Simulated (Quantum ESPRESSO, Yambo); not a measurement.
# SiH2C (chair-type functionalised monolayer): G0W0 with Yambo, start to end, part 3 of 3

Wanted: ground state, empty states, screening and self-energy for SiH2C (chair-type functionalised monolayer).

Quantum ESPRESSO 7.5 and Yambo 5.3.0; PBE and many-body steps on it, plane waves. Known limits of the many-body steps: not at the basis limit.

So far. Step 3 (Bands along the symmetry lines): The gap is 4.049 eV, as in the run before at this level. Step 4 (Empty states on the mesh, 9×9×1 mesh, 91 bands): On this mesh the gap is 4.049 eV.

## (6) Screening and self-energy, 9×9×1 mesh, 91 bands, screening to 142.9 eV

Now the one-shot GW correction: screening in the RPA, then the self-energy of the levels asked for.

This step: G0W0 on PBE, plane waves, norm-conserving pseudopotentials.

gw1.in reads:

```
HF_and_locXC
gw0
dyson
ppa
em1d
rim_cut
rim_w
RandQpts= 3000000
RandGvec= 100 RL
CUTGeo= "slab z"
RandGvecW= 9 RL
EXXRLvcs= 74 Ry
VXCRLvcs= 296 Ry
Chimod= "HARTREE"
% BndsRnXp
 1 | 91 |
%
NGsBlkXp= 10.5 Ry
% LongDrXp
 1 | 1 | 0 |
%
% GbndRnge
 1 | 91 |
%
DysSolver= "n"
ExtendOut
PPAPntXp= 27.21138 eV
% QPkrange
 1 | 12 | 3 | 9 |
%
```

Started as:

```sh
$ OMP_NUM_THREADS=1 mpirun -n 4 yambo -F gw1.in -J gw1 -C gw1 > gw1.log
```

Output:

```text
 Yambo, version 5.3.0

 [02] CORE Variables Setup
 =========================

  [... cell, symmetries and grids as in the set-up ...]

  [02.05] Energies & Occupations
  ==============================

  [X] === General ===
  [X] Electronic Temperature                        :  0.000000  0.000000 [eV K]
  [X] Bosonic    Temperature                        :  0.000000  0.000000 [eV K]
  [X] Finite Temperature mode                       : no
  [X] El. density                                   :  0.78908E+23 [cm-3]
  [X] Fermi Level                                   : -2.756703 [eV]

  [X] === Gaps and Widths ===
  [X] Conduction Band Min                           :  4.049084 [eV]
  [X] Valence Band Max                              :  0.000000 [eV]
  [X] Filled Bands                                  :   5
  [X] Empty Bands                                   :    6   91
  [X] Direct Gap                                    :  4.049084 [eV]
  [X] Direct Gap localized at k                     :  1
  [X] Indirect Gap                                  :  4.049084 [eV]
  [X] Indirect Gap between kpts                     :  1  1
  [X] Last valence band width                       :  2.145483 [eV]
  [X] 1st conduction band width                     :  1.735676 [eV]

 [03] Transferred momenta grid and indexing
 ==========================================

 IBZ Q-points                                      :  12
 BZ  Q-points                                      :   81

 K/Q-points units:
 rlu = crystal or reduced units; cc = cartesian coordinates; iku = interal k-units

 Q [ 1]         [rlu]:  0.000000  0.000000  0.000000
 Q [ 2]         [rlu]:  0.16671E-16  0.11111       0.0000
 Q [ 3]         [rlu]:  0.33341E-16  0.22222       0.0000
 Q [ 4]         [rlu]:  0.50012E-16  0.33333       0.0000
 Q [ 5]         [rlu]:  0.66682E-16  0.44444       0.0000
 Q [ 6]         [rlu]:  0.111111  0.111111  0.000000
 Q [ 7]         [rlu]:  0.111111  0.222222  0.000000
 Q [ 8]         [rlu]:  0.111111  0.333333  0.000000
 Q [ 9]         [rlu]:  0.111111  0.444444  0.000000
 Q [10]         [rlu]:  0.222222  0.222222  0.000000
 Q [11]         [rlu]:  0.222222  0.333333  0.000000
 Q [12]         [rlu]:  0.333333  0.333333  0.000000

 [04] Coloumb potential Random Integration (RIM)
 ===============================================

 Performing RIM of v_slab

  [04.01] RIM initialization
  ==========================

  * Diagonal components only detected *

  8 x (sBL volume)        :  0.028646 [a.u.]
  sBZ random points       :  3000000
  Points outside the sBZ  :  24001124
  RL volume               :  0.290043 [a.u.]
  Integrated volume       :  0.290029 [a.u.]

  [04.02] RIM integrals
  =====================

  Gamma point sphere radius             :  0.032069 [a.u.]
  Points outside the sphere             :  2398760
  [Int_sBZ(q=0) 1/q^2]*(Vol_sBZ)^(-1/3) =:  7.335651
                                 should be <:  7.795600

  Summary of Coulomb integrals for non-metallic bands |Q|[au] RIM/Bare

  Q [1] 0.100000E-4 0.940999 * Q [2] 0.136577 0.933911
  Q [6] 0.236559 1.002355 * Q [3] 0.273155 1.009165
  Q [7] 0.361349 1.012715 * Q [4] 0.409732 1.011914
  Q [10] 0.473117 1.010067 * Q [8] 0.492436 1.009548
  Q [5] 0.546309 1.008145 * Q [11] 0.595326 1.006965
  Q [9] 0.625876 1.006376 * Q [12] 0.709676 1.004982
  Non-periodic chartesian directions : none
  Optical renormalization            :  28.34589 [au]
  Polarizability dimension           : length

 [05] Coloumb potential CutOffslab
 =================================

 Cut directionsZ
 Slab Cutoff:Z
 Symmetry test passed : yes

 [06] Dipoles
 ============

  [06.01] Setup: observables and procedures
  =========================================

 [07] Dynamic Dielectric Matrix (PPA)
 ====================================

 [WR./gw1//ndb.pp]---------------------------------------------------------------
  Brillouin Zone Q/K grids (IBZ/BZ)                :   12   81   12   81
  RL vectors                                       :  11357 [WF]
  Coulomb cutoff potential                         : slab z
  Electronic Temperature                           :  0.000000 [K]
  Bosonic    Temperature                           :  0.000000 [K]
  PPA    diel. fun.  energies                      : Perdew, Burke & Ernzerhof(X)+Perdew, Burke & Ernzerhof(C)
  wavefunctions                                    : Perdew, Burke & Ernzerhof(X)+Perdew, Burke & Ernzerhof(C)
  Global Gauge                                     : length
  X matrix size                                    :   431
  X band range                                     :    1   91
  X e/h energy range                               : -1.000000 -1.000000 [eV]
  X Time ordering                                  : R
  X Hxc Kernel                                     : HARTREE
  X Drude frequency                                :  0.000000  0.000000
  X poles                                          :  100.0000 [o/o]
  RL vectors in the sum                            :  11357
  [r,Vnl] included                                 : yes
  Field direction                                  :  0.707107E-5  0.707107E-5   0.00000
  BZ energy Double Grid                            : no
  BZ energy DbGd points                            : 0
  BZ Q point size factor                           : -1.000000
  X Optical Averaged directions                    : none

 [08] Local Exchange-Correlation + Non-Local Fock
 ================================================

 [VXC] Plane waves :   73325
 [EXS] Plane waves :   9077

 QP @ state[ 1 ] K range:   1  12
 QP @ state[ 1 ] b range:   3   9

 [xc] Functional : Perdew, Burke & Ernzerhof(X)+Perdew, Burke & Ernzerhof(C)
 [xc] LIBXC used to calculate xc functional
  PP Number of Atomic Species                      :  3
  NLCC RL compoments                               :   73325
  PP Number of Atomic Species                      :  3
  NLCC RL compoments                               :   73325

 [xc] E_xc :  -3.704528 [Ha]
      E_xc :  -7.409056 [Ry]

  Local XC kind (lXC) : Perdew, Burke & Ernzerhof(X)+Perdew, Burke & Ernzerhof(C)
  Non-Local XC kind (nlXC) : Hartree-Fock

  Corrections @ K [1] :  [eV]
 <3|nlXC|3> = -16.23343  0.14682E-16 <3|lXC|3> = -11.91878  0.18882E-15
 <4|nlXC|4> = -17.54534  0.46329E-17 <4|lXC|4> = -14.69184  0.88441E-31
 <5|nlXC|5> = -17.54535 -0.84454E-17 <5|lXC|5> = -14.69184 -0.24503E-31
 <6|nlXC|6> = -1.484698  0.29108E-18 <6|lXC|6> = -3.851478  0.34644E-24
 <7|nlXC|7> = -0.741008  0.15275E-18 <7|lXC|7> = -2.141365 -0.23602E-16
 <8|nlXC|8> = -6.610605 -0.82621E-18 <8|lXC|8> = -11.52395 -0.25286E-25
 <9|nlXC|9> = -1.098378 -0.38261E-18 <9|lXC|9> = -2.614846  0.37411E-23

  Corrections @ K [2] :  [eV]
 <3|nlXC|3> = -16.37409  0.75253E-17 <3|lXC|3> = -12.07477 -0.14789E-28
 <4|nlXC|4> = -17.26760  0.66543E-17 <4|lXC|4> = -14.09616  0.94408E-16
 <5|nlXC|5> = -17.46675 -0.54040E-17 <5|lXC|5> = -14.52013  0.23602E-16
[...]
Corrections @ K [3] :  [eV]
[...]
Corrections @ K [4] :  [eV]
[...]
Corrections @ K [5] :  [eV]
[...]
[... 6 further k-points ...]
  Corrections @ K [12] :  [eV]
[...]
<5|nlXC|5> = -16.40611  0.86090E-18 <5|lXC|5> = -12.19207  0.18882E-15
 <6|nlXC|6> = -4.210097 -0.36673E-19 <6|lXC|6> = -8.844905  0.47204E-16
 <7|nlXC|7> = -3.839361  0.39301E-18 <7|lXC|7> = -8.506165  0.31703E-28
 <8|nlXC|8> = -3.726576 -0.37262E-18 <8|lXC|8> = -8.433741  0.94408E-16
 <9|nlXC|9> = -2.259314 -0.38844E-19 <9|lXC|9> = -6.005550 -0.35403E-16

  [08.01] Hartree-Fock occupations report
  =======================================

  [Hartree-Fock] === General ===
  [Hartree-Fock] Electronic Temperature             :  0.000000  0.000000 [eV K]
  [Hartree-Fock] Bosonic    Temperature             :  0.000000  0.000000 [eV K]
  [Hartree-Fock] Finite Temperature mode            : no
  [Hartree-Fock] El. density                        :  0.78908E+23 [cm-3]
  [Hartree-Fock] Fermi Level                        : -2.756703 [eV]

  [Hartree-Fock] === Gaps and Widths ===
  [Hartree-Fock] Conduction Band Min                :  6.415863 [eV]
  [Hartree-Fock] Valence Band Max                   : -2.853510 [eV]
  [Hartree-Fock] Filled Bands                       :   5
  [Hartree-Fock] Empty Bands                        :    6   91
  [Hartree-Fock] Direct Gap                         :  9.269374 [eV]
  [Hartree-Fock] Direct Gap localized at k          :  1
  [Hartree-Fock] Indirect Gap                       :  9.269374 [eV]
  [Hartree-Fock] Indirect Gap between kpts          :  1  1
  [Hartree-Fock] Last valence band width            :  3.506014 [eV]
  [Hartree-Fock] 1st conduction band width          :  3.971741 [eV]

 [09] Dyson equation: Newton solver
 ==================================

  [09.01] RIM-W interpolation
  ===========================

  [WARNING] RIM-W works only for 2D semiconductors with slab cutoff
  Found compatible q grid: 2D
  q_min[ 1 ]:  0.11111      0.26298E-11   0.0000     [rlu]
   0.111111  0.055556  0.000000 [iku]
  q_min[ 2 ]:  0.16671E-16  0.11111       0.0000     [rlu]
  -0.41077E-11  0.11111       0.0000     [iku]
  G-vectors :   9
  G-vectors loaded:   61
  Number of interpolated frequencies:  2

  Evaluating coefficients q = 0
  Evaluating coefficients q = 0

  [09.02] RIM-W integrals
  =======================

  8 x (sBL volume)        :  0.028646 [a.u.]
  sBZ random points       :  3000000
  Points outside the sBZ  :  24001124
  RL volume               :  0.290043 [a.u.]
  Integrated volume       :  0.290029 [a.u.]

  [09.03] RIM integrals
  =====================

  Comparison between head Wc = W - v averages: < Wc > [au] RIM-W/RIM

   < -Wc [Q = 1] > 0.122350E-1 0.798198E-5 * < -Wc [Q = 2] > 0.003239 0.003135
   < -Wc [Q = 3] > 0.695611E-3 0.684912E-3 * < -Wc [Q = 4] > 0.250474E-3 0.247896E-3
   < -Wc [Q = 5] > 0.117149E-3 0.116349E-3 * < -Wc [Q = 6] > 0.985131E-3 0.968419E-3
   < -Wc [Q = 7] > 0.348646E-3 0.345015E-3 * < -Wc [Q = 8] > 0.156017E-3 0.154990E-3
   < -Wc [Q = 9] > 0.817257E-4 0.813573E-4 * < -Wc [Q = 10] > 0.174993E-3 0.173954E-3
   < -Wc [Q = 11] > 0.950452E-4 0.946920E-4 * < -Wc [Q = 12] > 0.588334E-4 0.586907E-4

  Comparison between head Wc = W - v averages: < Wc > [au] RIM-W/RIM

   < -Wc [G = 1,G`=0] > 0.122350E-1 0.798198E-5 * < -Wc [G = 2,G`=0] >-0.987763E-3  0.00000
   < -Wc [G = 3,G`=0] >-0.987735E-3  0.00000 * < -Wc [G = 4,G`=0] > 0.432670E-4  0.00000
   < -Wc [G = 5,G`=0] > 0.432638E-4  0.00000 * < -Wc [G = 6,G`=0] > 0.100411E-5  0.00000
   < -Wc [G = 7,G`=0] > 0.100874E-5  0.00000 * < -Wc [G = 8,G`=0] >-0.319340E-5  0.00000
   < -Wc [G = 9,G`=0] >-0.319377E-5  0.00000

 [10] G0W0 (W PPA)
 =================

 [  GW  ] Bands range     :    1   91
 [GW/PPA] G damping       :  0.100000 [eV]

 QP @ state[ 1 ] K range:   1  12
 QP @ state[ 1 ] b range:   3   9

  Sc/G bands                                       :    1   91
  Sc/G damping                                     :  0.100000 ev
  Sc bands terminator                              : no
  Sx RL components                                 :   9077

  QP @ state[ 1 ] K range                          :   1  12
  QP @ state[ 1 ] b range                          :   3   9
  GF energies kind                                 : Perdew, Burke & Ernzerhof(X)+Perdew, Burke & Ernzerhof(C)
  GF WF`s kind                                     : Perdew, Burke & Ernzerhof(X)+Perdew, Burke & Ernzerhof(C)
  Xs energies kind                                 : Perdew, Burke & Ernzerhof(X)+Perdew, Burke & Ernzerhof(C)
  Xs WF`s kind                                     : Perdew, Burke & Ernzerhof(X)+Perdew, Burke & Ernzerhof(C)

 [14] Game Over & Game summary
```

It took 18 min on 4 MPI ranks of Arm Neoverse V2, shared host; peak memory 2.2 GiB.

Numbers from this step:

```
G0W0 gap on the mesh                         : 5.647 eV
starting gap on the mesh                     : 4.049 eV
k of the valence top                         : 0, 0, 0
k of the conduction bottom                   : 0, 0, 0
least direct G0W0 gap on the computed points : 5.647 eV
Z at the valence top                         : 0.8044
Z at the conduction bottom                   : 0.9055
```

The gap on the mesh goes from 4.05 eV to 5.65 eV, a correction of +1.60 eV.

Limits: finite bands, cutoff and mesh. v1 is the top filled band, c1 the lowest empty one. The levels before and after the correction (eV, zero at the valence-band top of each column):

|  | conduction bottom | valence top |
| --- | --- | --- |
| Kohn-Sham | 4.05 | 0.00 |
| G0W0 | 5.65 | 0.00 |

|  | level | energy (eV) |
| --- | --- | --- |
| Kohn-Sham | Γ v3 | -2.354 |
| Kohn-Sham | Γ v2-v1 | 0.000 |
| Kohn-Sham | Γ c1 | 4.049 |
| Kohn-Sham | Γ c2 | 5.218 |
| Kohn-Sham | Γ c3 | 5.724 |
| Kohn-Sham | Γ c4 | 6.358 |
| G0W0 | Γ v3 | -3.403 |
| G0W0 | Γ v2-v1 | 0.000 |
| G0W0 | Γ c1 | 5.647 |
| G0W0 | Γ c2 | 6.433 |
| G0W0 | Γ c3 | 8.011 |
| G0W0 | Γ c4 | 7.624 |

## (7) Where the time went

Times are wall times on the hardware named with each run, good to a factor of about two.

| step | time | share | memory (GiB) |
| --- | --- | --- | --- |
| ground state | 9.2 s | 1 % | 0.39 |
| bands along the symmetry lines | 5.5 s | 0 % | 0.31 |
| empty states on the mesh | 16 s | 1 % | 0.56 |
| conversion and set-up | 2.8 s | 0 % | 0.25 |
| screening and self-energy | 18 min | 97 % | 2.2 |

## (8) Summary of results

```json
{"PBE gap": "4.05 eV, direct", "G0W0 gap on the mesh": "5.65 eV", "GW settings": "9×9×1 mesh, 91 bands, screening to 142.9 eV, Godby-Needs plasmon pole", "known limits": "not at the basis limit"}
```

What this shows: G0W0 moves the gap on the mesh from 4.05 eV to 5.65 eV (+1.60 eV), with Z of 0.80 and 0.91 at the edges. The dearest step here is «screening and self-energy». Bands and cutoff are finite, so the gap is not at the basis limit. The miss can reach some tenths of an eV and take either sign; the mesh is an error of its own.

[Paths, hosts, dates, memory and timing lines, banners, echoed tables and standing remarks are left out of the program output.]

[Logs are printed without paths, hosts, clocks, repeated set-up lines and the standing remarks that a program may print on its own settings, such as how far it seeks lower states.]

[Runs of the session that timed out or met a known fault of the program may be left out.]

[Hosts, paths, dates, database ids (printed as entryN), source tags and the programs' standing remarks are cut or masked in the printed files.]
